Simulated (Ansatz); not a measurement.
# Phonons of Ba3PbO (Pm-3m) against volume, part 2 of 2

Wanted: mode Grüneisen parameters of Ba3PbO (Pm-3m).

Ansatz 0.2.0; DFT PBEsol, scalar-relativistic, plane waves, PAW; PAW set soft_1.

So far, highest frequency on the path or at a solved wavevector (cm⁻¹): step 2 (response at finite wavevector) 284; step 4 (phonons at the other volume, volume ratio 0.97) 297.

**5. Relaxing at another volume, volume ratio 1.03**

The volume is scaled by 1.03 and held; symmetry leaves nothing to relax, so this is a single point. The modes can then be followed against volume.

File input.yaml:

```yaml
crystal:
  lattice:
    - [5.4673181194, 0.0, 0.0]
    - [0.0, 5.4673181194, 0.0]
    - [0.0, 0.0, 5.4673181194]
  atoms:
    - { symbol: Ba, position: [0.0, 0.5, 0.5] }
    - { symbol: Ba, position: [0.5, 0.0, 0.5] }
    - { symbol: Ba, position: [0.5, 0.5, 0.0] }
    - { symbol: Pb, position: [0.0, 0.0, 0.0] }
    - { symbol: O, position: [0.5, 0.5, 0.5] }
kpoints:
  mp_grid: { grid: [8, 8, 8] }
hamiltonian:
  xc: pbesol
  pseudopotentials: { kind: paw, azcp: { folder: soft_1 }, xc_functional: pbe }
scf:
  occupations: { method: methfessel_paxton, width: 0.2 }
output:
  forces: true
  stress: true
  eigenvalues: true
```

On the command line:

```bash
$ ansatz run input.yaml --threads 4 --pin off --max-ram 10240MiB --backend cpu --events-out ev --progress --plain --runs-dir out
```

Numbers of over 12 decimals in the logs are rounded to 6 here.

The log of the run:

```text
[...]
Crystal: 5 atoms, lattice volume = 163.427 Å³
Basis set: ecut = 420 eV, 3191 PW (Γ), exchange–correlation on 80×80×80 points (8 copies of the dense FFT grid, shifted against one another)
Bands: 30, of which v1, the nominal top of the filled ones, is band 25 counted from 1 (24 counted from 0)
Symmetry: 48 space group operations
[...]
k-points: 35 of 512
[...]
k-point 0: bands = [... 21 lower, 6.6456, 9.2344, 9.2344, 9.5082, 9.5082, 9.5082, 9.9071, 9.9071, ... 6 higher]
  k-point 1: bands = [... 21 lower, 6.6295, 8.7489, 9.3287, 9.3287, 9.3718, 9.5494, 9.8065, 10.1615, ... 6 higher]
  k-point 2: bands = [... 21 lower, 6.5942, 7.9776, 9.0670, 9.0670, 9.6615, 9.7611, 10.1467, 10.6949, ... 6 higher]
  k-point 34: bands = [... 21 lower, 5.0658, 9.2679, 9.2679, 9.2679, 10.3237, 10.3237, 10.3237, 11.5650, ... 6 higher]
[key lines of the parts left out:]
SCF converged after 9 iterations
Free energy (F): -29910.959541 eV
Fermi energy:    9.370159 eV
P = ⅓ Tr σ = -1.0914 GPa (-10.914 kbar)
```

Elapsed: 4.8 s, on 4 threads of Arm Neoverse V1, shared host; peak memory 0.57 GiB.

This step gave:

| Item | Value |
| --- | --- |
| pressure | -1.091 GPa |
| volume per atom | 32.69 Å³ |

The run ends at a pressure of -1.09 GPa.

**6. Phonons at the other volume, volume ratio 1.03**

The phonons are repeated at this volume on the same k and q meshes.

input.yaml, as its differences from that of step 5:

```diff
@@ -19,4 +19,11 @@
 output:
-  forces: true
-  stress: true
   eigenvalues: true
+phonons:
+  method: dfpt
+  qmesh: [2, 2, 2]
+  temperatures: { t_max: 1000, t_step: 50 }
+  qpath:
+    path:
+      - [[0.0, 0.0, 0.0], [0.0, 0.5, 0.0], [0.5, 0.5, 0.0], [0.0, 0.0, 0.0], [0.5, 0.5, 0.5], [0.0, 0.5, 0.0]]
+      - [[0.5, 0.5, 0.5], [0.5, 0.5, 0.0]]
+    npoints: 10
```

The log of the run:

```text
[...]
Crystal: 5 atoms, lattice volume = 163.427 Å³
Basis set: ecut = 420 eV, 3191 PW (Γ), exchange–correlation on 80×80×80 points (8 copies of the dense FFT grid, shifted against one another)
Bands: 30, of which v1, the nominal top of the filled ones, is band 25 counted from 1 (24 counted from 0)
Symmetry: 48 space group operations
k-points: 35 of 512
[...]
k-point 34: bands = [... 21 lower, 5.0658, 9.2679, 9.2679, 9.2679, 10.3237, 10.3237, 10.3237, 11.5650, ... 6 higher]
[...]
ASR residual: 1.982e-5 → 0.000e0 eV/Å²; symmetrization residual: 7.320e-6 eV/Å²
  ASR residual per site (eV/Å²): 8.02e-7 8.02e-7 8.02e-7 1.93e-5 1.98e-5
[...]
--- Phonons (arbitrary-q DFPT): 4 irreducible q on the 2×2×2 mesh ---
[...]
interpolated dispersion: 62 rows × 15 modes
[...]
[key lines of the parts left out:]
SCF converged after 13 iterations
Free energy (F): -29910.959541 eV
Fermi energy:    9.370164 eV
```

The job ended after 7.7 min (4 threads; peak memory 2.1 GiB; 30 min of CPU time).

This step gave:

| Item | Value |
| --- | --- |
| sum-rule residual before enforcement | 1.98e-5 eV/Å² |
| lowest frequency on the path | -13.77 cm⁻¹ |
| highest frequency on the path or at a solved wavevector | 272.2 cm⁻¹ |
| highest optical mode at the zone centre (no LO-TO term) | 146.9 cm⁻¹ |
| lowest optical zone-centre mode | 42.89 cm⁻¹ |
| lowest mode on the q mesh (acoustic modes at Γ apart) | -13.77 cm⁻¹ |

Frequencies (cm⁻¹) solved at each irreducible wavevector; negative means imaginary. Frequencies by wavevector, by row:

```tsv
q in reciprocal lattice units	star	mode 1	mode 2	mode 3	mode 4	mode 13	mode 14	mode 15
0 0 0	1	0	0	0	42.9	146.9	146.9	146.9
0 0 -0.5	3	37.9	37.9	43.9	43.9	153.8	153.8	272.2
0 -0.5 -0.5	3	15.7	50	51.4	53.3	158.8	259.6	259.6
-0.5 -0.5 -0.5	1	-13.8	-13.8	-13.8	46.3	267.1	267.1	267.1
```

The highest optical mode at the zone centre (no LO-TO term) is 146.9 cm⁻¹, -8.3 cm⁻¹ against the base run.

**7. Grüneisen parameters**

The Grüneisen parameter of a mode is minus the logarithmic change of its frequency with volume, −d ln ω / d ln V; weighted by heat capacity it gives the expansion.

Numbers from this step:

```yaml
bulk_modulus: 39.5 GPa
```

The phonon branches at the labelled points (cm⁻¹):

```tsv
point	branch 1	branch 2	branch 3	branch 4	branch 12	branch 13	branch 14	branch 15
Γ	0	0	0	41	107	155	155	155
halfway	27	27	45	46	108	160	160	229
X	39	39	45	45	106	166	166	284
halfway	32	46	49	51	124	169	227	279
M	18	55	56	56	134	173	274	274
halfway	27	38	43	52	119	165	228	228
Γ	0	0	0	41	107	155	155	155
halfway	30	30	30	53	130	229	229	229
R	-14	-14	-14	49	155	282	282	282
halfway	25	32	38	52	138	230	230	279
X	39	39	45	45	106	166	166	284
jump to R	-14	-14	-14	49	155	282	282	282
halfway	7	31	31	52	146	234	278	278
M	18	55	56	56	134	173	274	274
```

The same for volume x 0.97:

```tsv
point	branch 1	branch 2	branch 3	branch 4	branch 12	branch 13	branch 14	branch 15
Γ	0	0	0	39	112	168	168	168
X	41	41	46	46	112	180	180	297
M	19	57	57	58	139	189	289	289
Γ	0	0	0	39	112	168	168	168
R	-14	-14	-14	50	160	297	297	297
X	41	41	46	46	112	180	180	297
R	-14	-14	-14	50	160	297	297	297
M	19	57	57	58	139	189	289	289
```

The same for volume x 1.03:

```tsv
point	branch 1	branch 2	branch 3	branch 4	branch 12	branch 13	branch 14	branch 15
Γ	0	0	0	43	97	147	147	147
X	38	38	44	44	101	154	154	272
M	16	50	51	53	129	159	260	260
Γ	0	0	0	43	97	147	147	147
R	-14	-14	-14	46	150	267	267	267
X	38	38	44	44	101	154	154	272
R	-14	-14	-14	46	150	267	267	267
M	16	50	51	53	129	159	260	260
```

**8. What came out**

- bulk modulus: 39.5 GPa

What this shows: No expansion is given, because modes are imaginary at one volume or more. The highest optical mode at Γ goes from 168 to 147 cm⁻¹ as the cell grows, a Grüneisen parameter of 2.20. Branches are matched by rank, so values near crossings are rough. With no gap, or one that is small against the smearing, the frequencies hang on the k mesh and the smearing, most of all near Kohn anomalies. Spin-orbit coupling is left out, which can matter for the heavy elements here. The PAW files were made for PBE and serve the other functionals too. A phonon run warned that its eigensolver left some bands unconverged in a pass.

[Logs are printed without paths, hosts, clocks, repeated set-up lines and the standing remarks that a program may print on its own settings, such as how far it seeks lower states.]

[Hosts, paths, dates, database ids (printed as entryN), source tags and the programs' standing remarks are cut or masked in the printed files.]
